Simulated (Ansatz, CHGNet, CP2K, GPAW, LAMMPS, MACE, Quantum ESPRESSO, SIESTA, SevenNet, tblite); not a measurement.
**Glassy 60SiO2-7Al2O3-17Li2O-17SrO (mol %) (89 atoms) in other programs, against a plane-wave reference**

How near do other programs and methods come to a plane-wave reference for glassy 60SiO2-7Al2O3-17Li2O-17SrO (mol %) (89 atoms)? A plane-wave run serves as the reference.

Program: Quantum ESPRESSO 7.5. Level of theory: Kohn-Sham DFT, PBE, SSSP efficiency 1.3.0 pseudopotentials, plane waves. Results are calculated unless marked as measured.

## Step 1: The starting structure

The cell holds 89 atoms: 18 Si, 4 Al, 10 Li, 5 Sr and 52 O. Cell: a = 10.427 Å, b = 10.427 Å, c = 10.427 Å, α = 90.0°, β = 90.0°, γ = 90.0°. 89 atoms (18 Si, 4 Al, 10 Li, 5 Sr, 52 O) placed at random at 2.76 g/cm³, melted at 4000 K for 10 ps at fixed volume with the Morse and Coulomb pair potential with partial charges (Pedone, Malavasi, Menziani, Cormack and Segre, J. Phys. Chem. B 110, 11780 (2006)). Quenched from 4000 K to 300 K at 50 K/ps and fixed volume, held 10 ps at zero pressure.

## Step 2: Plane-wave reference

Contents of pw.in:

```
&control
  calculation = 'scf'
  pseudo_dir = './pseudo'
  outdir = './tmp'
  disk_io = 'none'
  tprnfor = .true.
  tstress = .true.
/
&system
  ibrav = 0
  nat = 89
  ntyp = 5
  ecutwfc = 60
  ecutrho = 480
  nosym = .true.
  occupations = 'smearing'
  smearing = 'fd'
  degauss = 0.003675
/
&electrons
  conv_thr = 4.5e-07
  electron_maxstep = 100
  mixing_beta = 0.4
  mixing_mode = 'plain'
  diagonalization = 'david'
/
ATOMIC_SPECIES
Si 28.085 Si.upf
Al 26.982 Al.upf
Li 6.940 Li.upf
Sr 87.620 Sr.upf
O 15.999 O.upf
CELL_PARAMETERS angstrom
10.42707 0.00000 0.00000
0.00000 10.42707 0.00000
0.00000 0.00000 10.42707
ATOMIC_POSITIONS crystal
Si 0.38891 0.04161 0.08190
Si 0.29699 0.19417 0.56604
Si 0.69916 0.28982 0.75808
Si 0.73877 0.70078 0.87668
Si 0.46427 0.01945 0.38343
Si 0.86860 0.26227 0.15215
Si 0.67350 0.71874 0.29614
Si 0.50936 0.47323 0.26135
Si 0.67557 0.75408 0.60240
Si 0.24135 0.39617 0.35179
Si 0.14709 0.17754 0.15864
Si 0.11655 0.83143 0.60105
[... 73 atom lines left out ...]
O 0.64889 0.83882 0.21215
O 0.38139 0.09263 0.48792
O 0.21374 0.27614 0.24757
O 0.86733 0.97876 0.89778
K_POINTS gamma
```

On the command line:

```bash
$ OMP_NUM_THREADS=1 mpirun -np 4 pw.x -in pw.in > output.txt
```

What it wrote:

```text
Program PWSCF
     gamma-point specific algorithms are used
     one sub-group per band group will be used
     scalapack distributed-memory algorithm (size of sub-group:  2*  2 procs)
     Parallelization info
     sticks:   dense  smooth     PW     G-vecs:    dense   smooth      PW
     Min        3707    1853    464               339460   120090   15056
     Max        3710    1856    466               339466   120096   15065
     Sum       14833    7417   1861              1357849   480369   60245
     bravais-lattice index     =            0
     lattice parameter (alat)  =      19.7043  a.u.
     unit-cell volume          =    7650.3881 (a.u.)^3
     number of atoms/cell      =           89
     number of atomic types    =            5
[... lines left out ...]
     number of k points=     1  Fermi-Dirac smearing, width (Ry)=  0.0037
[... lines left out ...]
     total energy              =   -3030.27585539 Ry
[... lines left out ...]
     total energy              =   -3034.91828477 Ry
[... lines left out ...]
     total energy              =   -3035.01275474 Ry
[... lines left out ...]
     c_bands:  1 eigenvalues not converged
[... lines left out ...]
     c_bands:  2 eigenvalues not converged
[... lines left out ...]
     total energy              =   -3035.05340653 Ry
[... lines left out ...]
     total energy              =   -3035.05340780 Ry
[... lines left out ...]
   -16.4228 -16.2449 -15.9486 -15.7360 -15.6363 -15.4421 -15.2951 -15.2110
[...]
11.2482  11.2880  11.3363  11.4007  11.4901  11.5699  11.5760  11.6327
    11.6765  11.7489  11.7708  11.8314  11.9392  11.9624  11.9965  12.0940
    12.1965  12.2203  12.2771  12.3124  12.4296  12.4449
     the Fermi energy is     6.5132 ev
!    total energy              =   -3035.05340802 Ry
     estimated scf accuracy    <       0.00000002 Ry
     smearing contrib. (-TS)   =      -0.00000000 Ry
     internal energy E=F+TS    =   -3035.05340802 Ry
     The total energy is F=E-TS. E is the sum of the following terms:
     one-electron contribution =   -1020.32947257 Ry
     hartree contribution      =     752.77696621 Ry
     xc contribution           =    -644.71850140 Ry
     ewald contribution        =   -1490.02442865 Ry
     one-center paw contrib.   =    -632.75797161 Ry
     convergence has been achieved in  12 iterations
     negative rho (up, down):  3.299E-01 0.000E+00
     Forces acting on atoms (cartesian axes, Ry/au):
     atom    1 type  1   force =    -0.04075430    0.03282913    0.18559579
     atom    2 type  1   force =    -0.01968506   -0.01751937   -0.00408256
     atom    3 type  1   force =     0.06928891    0.09442231   -0.04726404
[...]
atom   88 type  5   force =     0.03793394    0.08720447    0.04844193
     atom   89 type  5   force =    -0.04424912    0.05756667   -0.01492854
     Total force =     0.931870     Total SCF correction =     0.000347
     Computing stress (Cartesian axis) and pressure
     negative rho (up, down):  3.299E-01 0.000E+00
          total   stress  (Ry/bohr**3)                   (kbar)     P=       45.49
   0.00040430  -0.00003564  -0.00006608           59.47       -5.24       -9.72
  -0.00003564   0.00038350   0.00008824           -5.24       56.42       12.98
  -0.00006608   0.00008824   0.00013992           -9.72       12.98       20.58
     Message from routine punch:
     Nothing written, as per user request (disk_io='none')
```

The job ended after 2.5 min (4 MPI ranks of Arm Neoverse V2, shared host; peak memory 3.6 GiB; 10 min of CPU time).

Banners, paths, timers and routine set-up lines are dropped from the logs unmarked, and long logs keep their key lines alone; longer cuts are marked.

Numbers from this run:

```
r.m.s. force component                           : 1.466 eV/Å
longest force                                    : 6.641 eV/Å
pressure                                         : 4.549 GPa
gap (highest filled to lowest empty level) : 2.469 eV
```

## Step 3: Local order

g(r), total and by pair (bins of 0.2 Å):

| r (Å) | total | O-O | O-Si | O-Li | O-Sr | O-Al | Si-Si |
| --- | --- | --- | --- | --- | --- | --- | --- |
| 1.50 | 1.22 | 0.00 | 5.15 | 0.00 | 0.00 | 0.00 | 0.00 |
| 1.70 | 2.34 | 0.00 | 8.15 | 0.00 | 0.00 | 8.04 | 0.00 |
| 1.90 | 0.50 | 0.00 | 0.00 | 2.55 | 0.00 | 3.12 | 0.00 |
| 2.10 | 0.45 | 0.00 | 0.00 | 3.42 | 0.00 | 0.00 | 0.00 |
| 2.30 | 0.26 | 0.00 | 0.09 | 1.14 | 0.93 | 0.00 | 0.00 |
| 2.50 | 1.06 | 2.26 | 0.00 | 0.69 | 1.92 | 0.00 | 0.00 |
| 2.70 | 1.45 | 3.33 | 0.07 | 0.25 | 1.43 | 0.00 | 0.00 |
| 2.90 | 0.68 | 0.92 | 0.06 | 0.53 | 2.08 | 0.00 | 0.94 |
| 3.10 | 1.15 | 1.05 | 0.35 | 0.91 | 1.61 | 0.24 | 4.36 |
| 3.30 | 1.04 | 0.86 | 0.88 | 0.86 | 1.30 | 0.59 | 1.31 |
| 3.50 | 0.81 | 0.71 | 0.81 | 0.35 | 0.43 | 1.25 | 0.22 |
| 3.70 | 1.00 | 0.88 | 1.45 | 1.00 | 0.26 | 1.25 | 0.21 |
| 3.90 | 1.15 | 0.85 | 1.80 | 1.50 | 0.57 | 1.84 | 0.36 |
| 4.10 | 1.06 | 0.58 | 1.75 | 1.25 | 1.33 | 1.15 | 0.00 |
| 4.30 | 1.15 | 0.69 | 1.35 | 1.54 | 1.30 | 2.21 | 1.98 |
| 4.50 | 0.94 | 0.64 | 1.02 | 1.32 | 1.28 | 1.08 | 1.37 |
| 4.70 | 0.88 | 1.10 | 0.61 | 0.71 | 1.57 | 0.68 | 1.52 |
| 4.90 | 1.06 | 1.38 | 0.87 | 1.04 | 1.45 | 0.54 | 0.70 |
| 5.10 | 1.13 | 1.45 | 0.72 | 0.90 | 1.27 | 0.75 | 1.18 |

## Step 4: The other programs

The programs:
- CHGNet: machine-learned potential, published weights.
- CP2K 2026.2: Gaussian basis with GTH pseudopotentials and a plane-wave density; labels give functional, basis (MOLOPT sets; SR short-range, UZH the newer set with its own potentials), grid cutoff/relative cutoff and solver (OT: orbital transformation; TRS4, TC2, SIGN: linear-scaling purification with its sparsity filter), or its built-in tight binding.
- GPAW 26.7.0: PAW with atomic orbitals (LCAO), plane waves or a real-space grid of spacing h.
- MACE: machine-learned potential, published weights.
- Quantum ESPRESSO 7.5: plane waves; labels (QE) give functional, pseudopotential set and cutoffs of waves/density.
- SIESTA 5.4.2: numerical atomic orbitals, whose automatically made sets are far from complete, with PseudoDojo norm-conserving potentials that we converted to its format (checked against plane waves on the same files for H, C, O, Si, Ge and Ca alone); labels give functional, basis size, energy shift and mesh cutoff.
- SevenNet: machine-learned potential, published weights.
- tblite 0.8.0: extended tight binding, driven from Python.

All use the same cell and atoms; the electronic-structure runs use the same k-mesh, and an electronic temperature of 580 K (0.05 eV) where levels are smeared.

Differences are against the plane-wave reference, forces as r.m.s. over components; share is that over the reference's r.m.s. force, slope the least-squares factor from reference forces to these. Total energies of different programs have different zeros and aren't compared.

| run | Δ force, r.m.s. (meV/Å) | share (%) | slope | Δ pressure (GPa) | Δ gap (eV) | cores | CPU time | memory (GiB) |
| --- | --- | --- | --- | --- | --- | --- | --- | --- |
| reference | - | - | - | - | - | 4 | 10 min | 3.6 |
| CHGNet r2SCAN potential | 355 | 24.2 | 0.792 | -3.96 | - | 1 | 2.6 s | 1.3 |
| CP2K PBE, DZVP-MOLOPT-SR, 280/50 Ry, OT DIIS (coarse) | 147 | 10.0 | 0.992 | 0.107 | -0.167 | 2 | 6.6 min | 0.87 |
| CP2K PBE, DZVP-MOLOPT-SR, 800/50 Ry, OT DIIS | 107 | 7.33 | 0.987 | -0.126 | -0.157 | 2 | 8.3 min | 2.3 |
| CP2K PBE, DZVP-MOLOPT-SR, 800/50 Ry, TRS4 filter 1e-07, SCF 1e-07 | 111 | 7.57 | 0.989 | -0.115 | - | 2 | 3.7 min | 2.3 |
| GPAW PBE, LCAO dzp, h 0.18 Å | 338 | 23.1 | 1.163 | - | -0.116 | 1 | 3.2 min | 1.7 |
| GPAW PBE, LCAO dzp, h 0.22 Å (coarse) | 362 | 24.7 | 1.161 | - | -0.119 | 1 | 2.2 min | 1.1 |
| GPAW PBE, LCAO szp(dzp), h 0.18 Å (coarse) | 374 | 25.5 | 1.167 | - | -0.212 | 1 | 2.5 min | 1.6 |
| MACE MP-0b2 small potential | 123 | 8.36 | 0.956 | 0.267 | - | 1 | 5.1 s | 0.68 |
| QE PBE, sg15-1.2, 80/320 Ry | 49.0 | 3.34 | 0.991 | -0.052 | 0.0071 | 4 | 8.3 min | 2.3 |
| QE PBE, sssp-1.3.0-efficiency, 30/240 Ry (coarse) | 50.0 | 3.41 | 1.016 | -32.7 | -0.0347 | 2 | 3.1 min | 1.3 |
| SIESTA PBE, DZ, shift 0.01 Ry, mesh 500 Ry (coarse) | 979 | 66.8 | 1.438 | 11.6 | -0.565 | 2 | 2.1 min | 1.4 |
| SIESTA PBE, DZP, shift 0.01 Ry, mesh 500 Ry | 405 | 27.6 | 1.185 | 4.07 | -0.240 | 2 | 5.6 min | 2.3 |
| SIESTA PBE, SZP, shift 0.01 Ry, mesh 500 Ry (coarse) | 677 | 46.2 | 1.338 | 7.85 | -0.240 | 2 | 4.6 min | 2.1 |
| SevenNet l3i5 potential | 62.1 | 4.23 | 0.982 | 0.0391 | - | 1 | 7.5 s | 1.6 |
| tblite GFN1-xTB | 658 | 44.9 | 0.995 | -15.6 | - | 1 | 5.4 s | 0.14 |

Rows marked coarse were listed beforehand as settings not expected to be converged; some can still land near the reference.

Times of the machine-learned potentials are mostly Python's start and the loading of weights.

CPU time is summed over cores on a shared host, where runs went side by side, so it is rough. Symmetry, cutoffs, thresholds, outputs and thread counts weren't matched or tuned between programs; memory under MPI is the largest rank's times the ranks.

Mean charges by element (e), by run and scheme:

| run | scheme | Si | Al | Li | Sr | O |
| --- | --- | --- | --- | --- | --- | --- |
| CP2K PBE, DZVP-MOLOPT-SR, 800/50 Ry, OT DIIS | Mulliken | +0.76 | +1.12 | +0.69 | +1.26 | -0.60 |
| CP2K PBE, DZVP-MOLOPT-SR, 800/50 Ry, OT DIIS | Hirshfeld | +0.51 | +0.50 | +0.23 | +0.59 | -0.32 |
| CP2K PBE, DZVP-MOLOPT-SR, 800/50 Ry, TRS4 filter 1e-07, SCF 1e-07 | Mulliken | +0.76 | +1.12 | +0.69 | +1.26 | -0.60 |
| SIESTA PBE, DZP, shift 0.01 Ry, mesh 500 Ry | Hirshfeld | +0.42 | +0.39 | +0.12 | +0.58 | -0.25 |
| tblite GFN1-xTB | Mulliken | +0.88 | +0.99 | +0.85 | +1.32 | -0.67 |

Within one program, basis, potentials and functional, energies share a zero. Each run against its twin at the usual cutoff or grid and solver:

| run | twin | Δ energy (meV/atom) | Δ force, r.m.s. (meV/Å) | CPU time over the twin's |
| --- | --- | --- | --- | --- |
| CP2K PBE, DZVP-MOLOPT-SR, 280/50 Ry, OT DIIS | DZVP-MOLOPT-SR, 800/50 Ry, OT DIIS | -5.07 | 109 | 0.81 |
| CP2K PBE, DZVP-MOLOPT-SR, 800/50 Ry, TRS4 filter 1e-07, SCF 1e-07 | DZVP-MOLOPT-SR, 800/50 Ry, OT DIIS | 0.0099 | 11.4 | 0.45 |
| GPAW PBE, LCAO dzp, h 0.22 Å | LCAO dzp, h 0.18 Å | 111 | 128 | 0.69 |
| QE PBE, sssp-1.3.0-efficiency, 30/240 Ry | sssp-1.3.0-efficiency, 60/480 Ry | 503 | 50.0 | 0.30 (this twin ran on 4 cores) |

## Step 5: Summary of results

```json
{"reference r.m.s. force component": "1.47 eV/Å", "nearest in forces": "QE PBE, sg15-1.2, 80/320 Ry, 3.3 %", "farthest in forces": "SIESTA PBE, DZ, shift 0.01 Ry, mesh 500 Ry (coarse), 67 %", "cheapest electronic-structure run beside the reference": "tblite GFN1-xTB, 5.4 s of CPU time"}
```

**Reading.** PBE on plane waves or a grid with other potentials, cutoffs or grids, coarse settings apart, differs from the reference by 3.3 % (QE PBE, sg15-1.2, 80/320 Ry) of the r.m.s. force; this holds the reference's own error, so differences of a few per cent don't tell which side is nearer the exact PBE result. The PBE runs in local orbitals, coarse settings apart, differ by 7.3 % (CP2K PBE, DZVP-MOLOPT-SR, 800/50 Ry, OT DIIS) to 28 % (SIESTA PBE, DZP, shift 0.01 Ry, mesh 500 Ry); basis, grid and potentials can all enter. Tight binding differs by 45 % (tblite GFN1-xTB); it is another model, with fitted parameters of its own, and the xTB methods hold dispersion. Machine-learned potentials differ by 4.2 % (SevenNet l3i5 potential) to 24 % (CHGNet r2SCAN potential); they were trained on other programs' data, some at another functional. Runs with settings chosen to be coarse differ by 3.4 % (QE PBE, sssp-1.3.0-efficiency, 30/240 Ry) to 67 % (SIESTA PBE, DZ, shift 0.01 Ry, mesh 500 Ry), their programs' other errors included. Of the electronic-structure runs that take under half the reference's CPU time, QE PBE, sssp-1.3.0-efficiency, 30/240 Ry comes nearest, at 3.4 % in 3.1 min against 10 min; its pressure misses by -32.7 GPa. SIESTA PBE, SZP, shift 0.01 Ry, mesh 500 Ry stiffens the forces by a factor of 1.34 while following their directions (correlation 0.973); the slopes of the 3 SIESTA runs lie between 1.18 and 1.44. At the same functional, gaps differ from the reference's 2.47 eV by between -0.57 and +0.01 eV. In pressure, QE PBE, sssp-1.3.0-efficiency, 30/240 Ry misses by -32.7 GPa, at the same functional; a cutoff this low leaves a large Pulay stress. Charges hang on model, scheme and program or settings: among these rows the mean for Sr runs from +0.58 to +1.32 e. In the reference: filled and empty levels are parted by 2.47 eV (on the run's k-points); a semilocal functional tends to put such gaps too low. In a disordered cell it changes from sample to sample, and tail or defect levels can set it. Periodic xTB results under one method name differ between programs and library versions. The potentials hold different valence shells: 476 electrons in the reference, 456 in GPAW and 508 in Quantum ESPRESSO with SG15; this bears on time and differences. The reference's pressure holds the uncorrected Pulay stress of its 60 Ry basis, so small pressure differences, and their order, may be the reference's own error. Machine-learned potentials mimic data converged in k, so the reference's own k-point error enters their differences. The quench rate of 50 K/ps is many orders above laboratory rates, so the cell is likely richer in defects and strain than a real sample. The network of bonds at the start is that of the classical potential that made the cell, and needn't be the one that DFT or experiment would give. The reference's stress is far from hydrostatic: its diagonal is 5.9, 5.6, 2.1 GPa, compression counted positive. The electronic-structure runs sample only Γ, in a cell whose shortest periodic width is 10 Å.

[Also dropped from logs without a mark: logging warnings of Python, and SIESTA's first energy breakdown and zero terms.]

[Logs are printed without paths, hosts, clocks, repeated set-up lines and the standing remarks that a program may print on its own settings, such as how far it seeks lower states.]

[Hosts, paths, dates, database ids (printed as entryN), source tags and the programs' standing remarks are cut or masked in the printed files.]
